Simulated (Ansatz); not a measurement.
**The puckered SnSe monolayer under a gate**

Aim: charge, voltage and capacitance of the puckered SnSe monolayer in a field-effect set-up.

Method: plane-wave DFT, PBE-D3(BJ), Ansatz PAW, in Ansatz 0.2.0.

### 1. Starting point

The cell holds 4 atoms: 2 Sn and 2 Se. Its edges and angles: a = 4.400 Å, b = 4.290 Å, c = 36.594 Å, α = 90.0°, β = 90.0°, γ = 90.0°. Vacuum lies along c.

### 2. Relaxation

The starting cell is a guess, so the in-plane lattice and the atoms are relaxed first, with the slab cut off from its images along the normal.

File input.yaml:

```yaml
crystal:
  lattice:
    - [4.4, 0.0, 0.0]
    - [0.0, 4.29, 0.0]
    - [0.0, 0.0, 36.5935999985]
  atoms:
    - { symbol: Sn, position: [0.06, 0.0, 0.461829391] }
    - { symbol: Se, position: [0.44, 0.5, 0.4645621092] }
    - { symbol: Se, position: [0.94, 0.0, 0.5354378908] }
    - { symbol: Sn, position: [0.56, 0.5, 0.538170609] }
  periodic: [true, true, false]
kpoints:
  mp_grid: { grid: [8, 8, 1] }
hamiltonian:
  xc: pbe
  dispersion: d3bj
scf:
  occupations: { method: fermi_dirac, width: 0.05 }
  convergence: { dr2_threshold: 1.0e-09 }
relax:
  f_tol: 0.004
  max_steps: 90
  cell: {}
output:
  write_potential: true
  write_density: true
  volumetric_format: npy
```

On the command line:

```bash
> ansatz run input.yaml --threads 4 --pin off --max-ram 12288MiB --backend cpu --events-out ev --progress --plain --runs-dir out
```

Numbers of over 12 decimals in the logs are rounded to 6 here.

The log of the run:

```text
Warning: relax.cell: scf.convergence.dr2_threshold = 1e-9 eV is looser than the 2.44384949048e-10 eV advised for a relaxation that steers and ends on the stress (1e-10 eV for each atom of the cell: 4, times the square of relax.cell.stress_2d_tol = 0.05 N/m over 12.8 Å (the atoms' height at the walk's start and 5 Å past either face), 3.908e-2 GPa, over a crystal's default 0.05). What an SCF threshold leaves in a stress goes as its square root, and in the free energy as the threshold itself, and one threshold admits the most on a small cell: [figures from the program's tests cut] Set scf.convergence.dr2_threshold to 2.44384949048e-10 eV or tighter. [rest of the remark cut]
Engine: ansatz 0.2.0, aarch64-unknown-linux-gnu
Pseudopotentials: kind: paw
Pseudopotential: Sn, paw, valence charge 14, recommended cutoff 420 eV (normal), Sn.paw.azcp
Pseudopotential: Se, paw, valence charge 16, recommended cutoff 420 eV (normal), Se.paw.azcp
Functional definition: PBE
  parameter kappa = 0.804
  parameter beta = 0.066725
  exchange = pbe_x(kappa = kappa, mu = beta*pi^2/3)
  correlation = pbe_c(beta = beta)
Crystal: 4 atoms, lattice volume = 690.741 Å³
Basis set: ecut = 420 eV, 13555 PW (Γ), exchange–correlation on 60×60×500 points (8 copies of the dense FFT grid, shifted against one another)
Bands: 36, of which v1, the nominal top of the filled ones, is band 30 counted from 1 (29 counted from 0)
Symmetry: 4 space group operations
Space group: Pmn21 (ITA 31), of the structure as read, at distance tolerance 8.8e-5 Å
k-points: 25 of 64 (time reversal used)
Non-local potential: Sn, projectors of the file, l = 0: 2, l = 1: 2, l = 2: 2, l = 3: 2
Non-local potential: Se, projectors of the file, l = 0: 2, l = 1: 2, l = 2: 3, l = 3: 1
PAW form: soft (Blöchl's): semilocal exchange-correlation on the pseudo side does not see the compensation charge
PAW one-centre angular grid: Sn, 590 points (default); XC on 64 Gauss nodes
PAW one-centre angular grid: Se, 590 points (default); XC on 64 Gauss nodes
Initial density: superposition of atomic densities (neutral atoms: chi_scale 0, normalization atom), corrected by the library's trained network
Initial wavefunctions: pseudopotential atomic-orbital guess
Functional: x = pbe(κ = 0.804, μ = 0.219515), c = pbe(β = 0.066725)
SCF iter   1: F=—  HF=-22988.942436 eV  |F-HF|=—  |Δ(HF+E_count)|=         —  Δρ=7.27e-4  dr2=6.09e-3  ethr=1.77e-3  ⟨swp⟩=11.4  Hψ=4784  notcnv=0
preconditioner: auto → Resta (q_TF=auto, 1.816 Å⁻¹)  ε∞=1.6  [insulator: Δε(μ)=1.281 eV  Ē_g=8.505 eV  σ=0.050 eV  W_gap=1.00  n_scr=72 (ndim 8)  ℏωp=6.3 eV  f_vac=0.804  D(μ)=0.00/eV (n_scr^D=0)  ε∞_Penn≈1.6  vacuum switching on, ρ_ref=5.2e-3 e/Å³]
SCF iter   2: F=—  HF=-22988.937871 eV  |F-HF|=—  |Δ(HF+E_count)|=   4.56e-3  Δρ=3.80e-4  dr2=1.34e-3  ethr=1.02e-5  ⟨swp⟩=3.4  Hψ=2256  notcnv=0  defer=29
SCF iter   3: F=—  HF=-22988.938037 eV  |F-HF|=—  |Δ(HF+E_count)|=   1.65e-4  Δρ=1.64e-4  dr2=2.37e-4  ethr=2.24e-6  ⟨swp⟩=2.4  Hψ=1423  notcnv=0  defer=29
SCF iter   4: F=—  HF=-22988.938218 eV  |F-HF|=—  |Δ(HF+E_count)|=   1.81e-4  Δρ=5.77e-5  dr2=5.22e-5  ethr=3.95e-7  ⟨swp⟩=3.0  Hψ=1664  notcnv=0  defer=29
SCF iter   5: F=—  HF=-22988.938175 eV  |F-HF|=—  |Δ(HF+E_count)|=   4.33e-5  Δρ=2.15e-5  dr2=4.04e-6  ethr=8.69e-8  ⟨swp⟩=3.5  Hψ=1561  notcnv=0  defer=29
SCF iter   6: F=—  HF=-22988.938131 eV  |F-HF|=—  |Δ(HF+E_count)|=   4.35e-5  Δρ=8.14e-6  dr2=7.22e-7  ethr=6.73e-9  ⟨swp⟩=3.0  Hψ=1810  notcnv=0  defer=28
SCF iter   7: F=—  HF=-22988.938131 eV  |F-HF|=—  |Δ(HF+E_count)|=   4.38e-8  Δρ=1.96e-6  dr2=3.31e-8  ethr=1.20e-9  ⟨swp⟩=2.9  Hψ=1823  notcnv=0  defer=28
SCF iter   8: F=—  HF=-22988.938131 eV  |F-HF|=—  |Δ(HF+E_count)|=   7.44e-8  Δρ=4.40e-7  dr2=3.32e-9  ethr=5.52e-11  ⟨swp⟩=3.0  Hψ=1845  notcnv=0  defer=28
SCF iter   9: F=-22988.938131 eV  HF=-22988.938131 eV  |F-HF|=2.61e-9  |Δ(HF+E_count)|=  8.99e-10  Δρ=1.79e-7  dr2=3.54e-10  ethr=1.67e-12  ⟨swp⟩=11.1  Hψ=5835  notcnv=0
SCF 1 converged in 9 iterations: F = -22988.938131 eV  dr2 = 3.54e-10
  greatest PAW one-centre occupation: 1.000 electrons in one spin orbital (limit 2), on the Se atom at site 1 (counted from 0), in its partial waves of l = 2
relax step   1: F+E_penalty+E_count = -22988.93813124 eV  Δ(F+E_penalty+E_count) = +0.000e0 eV  max|allowed force component| = 7.016e-1 eV/Å  Δτ_max = 0.0000 Å  P = +2.214 N/m  Ω = 690.741 Å³  fix = [c, alpha, beta]  reactions: c +0.000 N/m  (9 SCF iters, accepted)
Crystal: 4 atoms, lattice volume = 695.783 Å³
Basis set: ecut = 420 eV, 13639 PW (Γ), exchange–correlation on 60×60×500 points (8 copies of the dense FFT grid, shifted against one another)
Initial density: handed on by an earlier stage of this run
Initial wavefunctions: those handed on with the density
iter 1 solved again at ethr=2.62e-4 eV; its pass at ethr=3.10e-3 eV (dr2=1.57e-1 eV) is discarded
SCF iter   1: F=—  HF=-22989.078728 eV  |F-HF|=—  |Δ(HF+E_count)|=         —  Δρ=3.57e-3  dr2=1.58e-1  ethr=2.62e-4  ⟨swp⟩=2.4  Hψ=5390  notcnv=0
preconditioner: auto → Resta (q_TF=auto, 1.813 Å⁻¹)  ε∞=1.6  [insulator: Δε(μ)=1.243 eV  Ē_g=8.112 eV  σ=0.050 eV  W_gap=1.00  n_scr=72 (ndim 8)  ℏωp=6.3 eV  f_vac=0.800  D(μ)=0.00/eV (n_scr^D=0)  ε∞_Penn≈1.6  vacuum switching on, ρ_ref=4.8e-3 e/Å³]
SCF iter   2: F=—  HF=-22989.045833 eV  |F-HF|=—  |Δ(HF+E_count)|=   3.29e-2  Δρ=1.99e-3  dr2=2.63e-2  ethr=2.62e-4  ⟨swp⟩=4.3  Hψ=1812  notcnv=0
SCF iter   3: F=—  HF=-22989.043691 eV  |F-HF|=—  |Δ(HF+E_count)|=   2.14e-3  Δρ=8.53e-4  dr2=5.49e-3  ethr=4.38e-5  ⟨swp⟩=3.4  Hψ=1830  notcnv=0
SCF iter   4: F=—  HF=-22989.043725 eV  |F-HF|=—  |Δ(HF+E_count)|=   3.44e-5  Δρ=1.76e-4  dr2=2.74e-4  ethr=9.14e-6  ⟨swp⟩=3.2  Hψ=1646  notcnv=0
SCF iter   5: F=—  HF=-22989.043770 eV  |F-HF|=—  |Δ(HF+E_count)|=   4.44e-5  Δρ=5.20e-5  dr2=2.01e-5  ethr=4.56e-7  ⟨swp⟩=2.5  Hψ=1482  notcnv=0
SCF iter   6: F=—  HF=-22989.043766 eV  |F-HF|=—  |Δ(HF+E_count)|=   4.11e-6  Δρ=1.96e-5  dr2=3.43e-6  ethr=3.36e-8  ⟨swp⟩=3.8  Hψ=2086  notcnv=0
SCF iter   7: F=—  HF=-22989.043720 eV  |F-HF|=—  |Δ(HF+E_count)|=   4.58e-5  Δρ=3.90e-6  dr2=1.01e-7  ethr=5.72e-9  ⟨swp⟩=3.8  Hψ=1897  notcnv=0
SCF iter   8: F=—  HF=-22989.043720 eV  |F-HF|=—  |Δ(HF+E_count)|=   1.71e-7  Δρ=1.22e-6  dr2=8.38e-9  ethr=1.69e-10  ⟨swp⟩=3.0  Hψ=1529  notcnv=0
SCF iter   9: F=-22989.043720 eV  HF=-22989.043720 eV  |F-HF|=7.09e-10  |Δ(HF+E_count)|=   3.27e-8  Δρ=2.77e-7  dr2=4.07e-10  ethr=1.67e-12  ⟨swp⟩=11.7  Hψ=6031  notcnv=0
SCF 2 converged in 9 iterations: F = -22989.043720 eV  dr2 = 4.07e-10
[...]
SCF iter   7: F=—  HF=-22989.092990 eV  |F-HF|=—  |Δ(HF+E_count)|=   2.50e-7  Δρ=1.12e-6  dr2=1.02e-8  ethr=3.28e-10  ⟨swp⟩=3.4  Hψ=1595  notcnv=0
SCF iter   8: F=-22989.092990 eV  HF=-22989.092990 eV  |F-HF|=6.18e-9  |Δ(HF+E_count)|=   2.26e-8  Δρ=3.56e-7  dr2=6.19e-10  ethr=1.67e-12  ⟨swp⟩=11.8  Hψ=6325  notcnv=0
SCF 3 converged in 8 iterations: F = -22989.092990 eV  dr2 = 6.19e-10
relax step   3: F+E_penalty+E_count = -22989.09298992 eV  Δ(F+E_penalty+E_count) = -4.927e-2 eV  max|allowed force component| = 4.153e-2 eV/Å  Δτ_max = 0.0932 Å  P = +0.158 N/m  Ω = 696.473 Å³  energy of the carried Pulay correction = -1.557e-4 eV  fix = [c, alpha, beta]  reactions: c +0.000 N/m  (8 SCF iters, accepted)
[...]
relax step   4: F+E_penalty+E_count = -22989.09541269 eV  Δ(F+E_penalty+E_count) = -2.423e-3 eV  max|allowed force component| = 2.226e-2 eV/Å  Δτ_max = 0.0200 Å  P = +0.103 N/m  Ω = 700.410 Å³  energy of the carried Pulay correction = -2.619e-4 eV  fix = [c, alpha, beta]  reactions: c +0.000 N/m  (7 SCF iters, accepted)
[...]
relax step   5: F+E_penalty+E_count = -22989.09659302 eV  Δ(F+E_penalty+E_count) = -1.180e-3 eV  max|allowed force component| = 5.654e-3 eV/Å  Δτ_max = 0.0095 Å  P = +0.011 N/m  Ω = 703.043 Å³  energy of the carried Pulay correction = -3.326e-4 eV  fix = [c, alpha, beta]  reactions: c +0.000 N/m  (7 SCF iters, accepted)
[...]
relax step   6: F+E_penalty+E_count = -22989.09682197 eV  Δ(F+E_penalty+E_count) = -2.289e-4 eV  max|allowed force component| = 1.920e-3 eV/Å  Δτ_max = 0.0042 Å  P = +0.017 N/m  Ω = 703.288 Å³  energy of the carried Pulay correction = -3.392e-4 eV  fix = [c, alpha, beta]  reactions: c +0.000 N/m  (7 SCF iters, accepted)
Basis set: ecut = 420 eV, 13775 PW (Γ), exchange–correlation on 64×60×500 points (8 copies of the dense FFT grid, shifted against one another)
Initial wavefunctions: pseudopotential atomic-orbital guess (no wavefunctions were taken with the density)
iter 1 solved again at ethr=8.34e-7 eV; its pass at ethr=3.10e-3 eV (dr2=5.01e-4 eV) is discarded
SCF iter   1: F=—  HF=-22989.087358 eV  |F-HF|=—  |Δ(HF+E_count)|=         —  Δρ=1.45e-4  dr2=3.55e-6  ethr=8.34e-7  ⟨swp⟩=5.9  Hψ=7942  notcnv=0
preconditioner: auto → Resta (q_TF=auto, 1.810 Å⁻¹)  ε∞=1.6  [insulator: Δε(μ)=1.243 eV  Ē_g=8.233 eV  σ=0.050 eV  W_gap=1.00  n_scr=72 (ndim 8)  ℏωp=6.3 eV  f_vac=0.805  D(μ)=0.00/eV (n_scr^D=0)  ε∞_Penn≈1.6  vacuum switching on, ρ_ref=4.9e-3 e/Å³]
SCF iter   2: F=—  HF=-22989.093694 eV  |F-HF|=—  |Δ(HF+E_count)|=   6.34e-3  Δρ=7.25e-5  dr2=8.80e-7  ethr=5.92e-9  ⟨swp⟩=4.5  Hψ=2054  notcnv=0
SCF iter   3: F=—  HF=-22989.096915 eV  |F-HF|=—  |Δ(HF+E_count)|=   3.22e-3  Δρ=1.15e-5  dr2=2.06e-7  ethr=1.47e-9  ⟨swp⟩=3.1  Hψ=1338  notcnv=0
SCF iter   4: F=—  HF=-22989.097102 eV  |F-HF|=—  |Δ(HF+E_count)|=   1.86e-4  Δρ=2.55e-6  dr2=9.43e-9  ethr=3.43e-10  ⟨swp⟩=3.1  Hψ=1546  notcnv=0
iter 5 met the thresholds in force, and the SCF goes on: an eigenvalue changes by 9.84 meV, over its tolerance of 1.10 meV (output.eigenvalues, Limitations)
SCF iter   5: F=-22989.097124 eV  HF=-22989.097123 eV  |F-HF|=1.14e-6  |Δ(HF+E_count)|=   2.14e-5  Δρ=4.28e-7  dr2=7.48e-10  ethr=1.67e-12  ⟨swp⟩=15.2  Hψ=7711  notcnv=0
iter 6 met the thresholds in force, and the SCF goes on: an eigenvalue changes by 1.11 meV, over its tolerance of 1.03 meV (output.eigenvalues, Limitations)
SCF iter   6: F=-22989.097124 eV  HF=-22989.097124 eV  |F-HF|=7.48e-8  |Δ(HF+E_count)|=   1.07e-6  Δρ=1.21e-7  dr2=1.53e-10  ethr=1.25e-12  ⟨swp⟩=8.2  Hψ=5548  notcnv=0
Mixer restart at iter 6: flushing history
SCF iter   7: F=-22989.097124 eV  HF=-22989.097124 eV  |F-HF|=5.46e-10  |Δ(HF+E_count)|=   7.52e-8  Δρ=1.68e-7  dr2=4.57e-10  ethr=1.00e-12  ⟨swp⟩=8.0  Hψ=5552  notcnv=0
SCF 7 converged in 7 iterations: F = -22989.097124 eV  dr2 = 4.57e-10
relax step   7: F+E_penalty+E_count = -22989.09712419 eV  Δ(F+E_penalty+E_count) = -3.022e-4 eV  max|allowed force component| = 1.873e-3 eV/Å  Δτ_max = 0.0000 Å  P = +0.015 N/m  Ω = 703.288 Å³  fix = [c, alpha, beta]  reactions: c +0.000 N/m  stress off target by 2.91e-2 N/m on what of the cell is left free  SCF on the basis re-selected at this cell (its energy is not comparable with the rows above)  (7 SCF iters)
basis re-selected at this cell: Δ(F+E_penalty+E_count) = -3.022e-4 eV, ΔP = -0.002 N/m vs the last step (what re-selecting the basis moved, of the pressure what is left beyond the Pulay correction that the steps carried, after the strain that the cell walked since its last selection, with what the two solves' SCF thresholds leave and, on support functions, any second-order correction that the steps lacked; it is no measure of the basis error at this ecutwfc). The dense FFT grid was sized anew with the basis: this SCF ran on 32×30×250 points, the steps before it on 30×30×250, so part of this shift can come from that change (see relax.cell in the input reference). [rest of the remark cut]
SCF converged after 7 iterations
an eigenvalue changed by more than its tolerance at an iteration that met the thresholds in force, so the SCF went on 2 times, its first undamped step at iteration 6: the last check found none over its tolerance
Free energy (F): -22989.097124 eV
Harris-Foulkes:  -22989.097124 eV  (|F-HF|=5.46e-10)
Internal energy: -22989.097124 eV  (E = F + TS)
E sigma→0 (E₀):  -22989.097124 eV
Entropy (-TS):   -0.000000 eV (-0.000 meV/atom)
Fermi energy:    -3.904494 eV
--- Per-component energies (eV) ---
  E_band       = -1734.013851
  E_kinetic    = 605.733138
  E_local      = -134091.302500  (includes V_loc(G=0)·N_el)
  E_nonlocal   = -1257.186889
  E_hartree    = 66829.510865
  E_xc         = -973.700565
  E_vxc        = -387.667315  (∫ρ·V_xc dr)
  E_paw        = -12089.027802  (= ΣΔE_a)
  E_vpaw       = -262.611914  (= ΣTr[D̂ρ^β])
  E_aug_tail   = -0.001173  (compensation charges beyond the density's cutoff)
  E_ewald      = 57987.825137
  E_disp       = -0.947336  (pairwise vdW)
  E_smearing   = -0.000000  (= −TS)
  E_closure    = 0.000000  (closes the sum)
  Σ components = -22989.097124   (vs F -22989.097124, Δ=0.00e0)
--- Forces (eV/Å), atoms counted from 1 ---
  atom   1  Sn    -0.00187286     0.00000000    -0.00112742
  atom   2  Se     0.00187329     0.00000000     0.00170036
  atom   3  Se     0.00187329     0.00000000    -0.00170036
  atom   4  Sn    -0.00187286     0.00000000     0.00112742
  max |Σ_I F_I| component: 8.54e-7 eV/Å
--- 2D stress c σ (N/m, compression-positive) ---
        0.029100       0.000000       0.000000
        0.000000       0.000623       0.000000
        0.000000       0.000000       0.000000
  P = ½ c Tr σ = 0.0149 N/m
--- Band table (eV; the first three rows and the last of 25) ---
  k-point 0: bands = [... 26 lower, -7.3116, -6.1196, -6.1109, -4.8122, -2.9549, -1.3298, -0.8949, -0.5847, ... 2 higher]
  k-point 1: bands = [... 26 lower, -7.1637, -6.1415, -5.8156, -4.8830, -2.8732, -1.2733, -1.0584, -0.9990, ... 2 higher]
  k-point 2: bands = [... 26 lower, -6.8257, -6.0391, -5.3060, -5.1103, -2.6011, -2.4072, -1.6926, -1.1690, ... 2 higher]
  k-point 24: bands = [... 26 lower, -7.5933, -7.5933, -6.0055, -6.0055, -1.2325, -1.2325, 0.1322, 0.1322, ... 2 higher]
  the weakly bound empty levels are not read free of the cell's end (no_gap_told)
--- Relaxed structure (6 steps of the walk, 6 accepted, 1 SCFs on fresh bases) ---
  F+E_penalty+E_count = -22989.09712419 eV   max|allowed force component| = 1.873e-3 eV/Å   (the final SCF, on the basis selected at the relaxed cell)
  cell:  # Å, volume = 703.2883 Å³
    - [4.503670, 0.0, 0.0]
    - [0.0, 4.267383, 0.0]
    - [0.0, 0.0, 36.5935999985]
  atoms:
    - { symbol: Sn, position: [0.038272, 0.0, 0.460865] }
    - { symbol: Se, position: [0.461728, 0.500000, 0.465255] }
    - { symbol: Se, position: [0.961728, 0.0, 0.534745] }
    - { symbol: Sn, position: [0.538272, 0.500000, 0.539135] }
```

The job ended after 1.8 min (4 threads of Arm Neoverse V1, shared host; peak memory 1.2 GiB).

Relaxation path:

| step | energy less that of the first step (eV) | largest force component (eV/Å) | volume (Å³) |
| --- | --- | --- | --- |
| 1 | 0.0000 | 0.7016 | 690.74 |
| 2 | -0.1056 | 0.4578 | 695.78 |
| 3 | -0.1549 | 0.0415 | 696.47 |
| 4 | -0.1573 | 0.0223 | 700.41 |
| 5 | -0.1585 | 0.0057 | 703.04 |
| 6 | -0.1587 | 0.0019 | 703.29 |
| 7* | -0.1590 | 0.0019 | 703.29 |

Relaxation steps marked * repeat the geometry before them on a plane-wave basis chosen anew for their cell, so energy and pressure can jump there.

Forces are held to the 4 operations that the run works with; a distortion that breaks them can't arise in this run.

| cell as run | before | after | change |
| --- | --- | --- | --- |
| a (Å) | 4.400 | 4.504 | +2.4 % |
| b (Å) | 4.290 | 4.267 | -0.5 % |

The atoms that moved most (Å, along periodic axes as changes of fractional coordinates times the final cell, across vacuum about the mean position):

| atom | dx | dy | dz | length |
| --- | --- | --- | --- | --- |
| Sn4 | -0.098 | 0.000 | 0.035 | 0.104 |
| Sn1 | -0.098 | 0.000 | -0.035 | 0.104 |
| Se3 | 0.098 | 0.000 | -0.025 | 0.101 |
| Se2 | 0.098 | 0.000 | 0.025 | 0.101 |

The relaxed structure:

```cif
data_structure
_symmetry_space_group_name_H-M 'P 1'
_symmetry_Int_Tables_number 1
_cell_length_a 4.5037
_cell_length_b 4.2674
_cell_length_c 36.5936
_cell_angle_alpha 90.000
_cell_angle_beta 90.000
_cell_angle_gamma 90.000
_cell_volume 703.29
loop_
_atom_site_label
_atom_site_type_symbol
_atom_site_fract_x
_atom_site_fract_y
_atom_site_fract_z
_atom_site_occupancy
Sn1 Sn 0.03827 0.00000 0.46086 1
Se2 Se 0.46173 0.50000 0.46526 1
Se3 Se 0.96173 0.00000 0.53474 1
Sn4 Sn 0.53827 0.50000 0.53914 1
```

The lattice constant a goes from 4.400 to 4.504 Å.

[end of part 1 of 3]

[Logs are printed without paths, hosts, clocks, repeated set-up lines and the standing remarks that a program may print on its own settings, such as how far it seeks lower states.]

[Hosts, paths, dates, database ids (printed as entryN), source tags and the programs' standing remarks are cut or masked in the printed files.]

[Maps of the electrostatic potential energy from Ansatz leave out the sawtooth potential of an applied field or a dipole correction, so their vacuum need not be flat; planar profiles and work functions include it.]
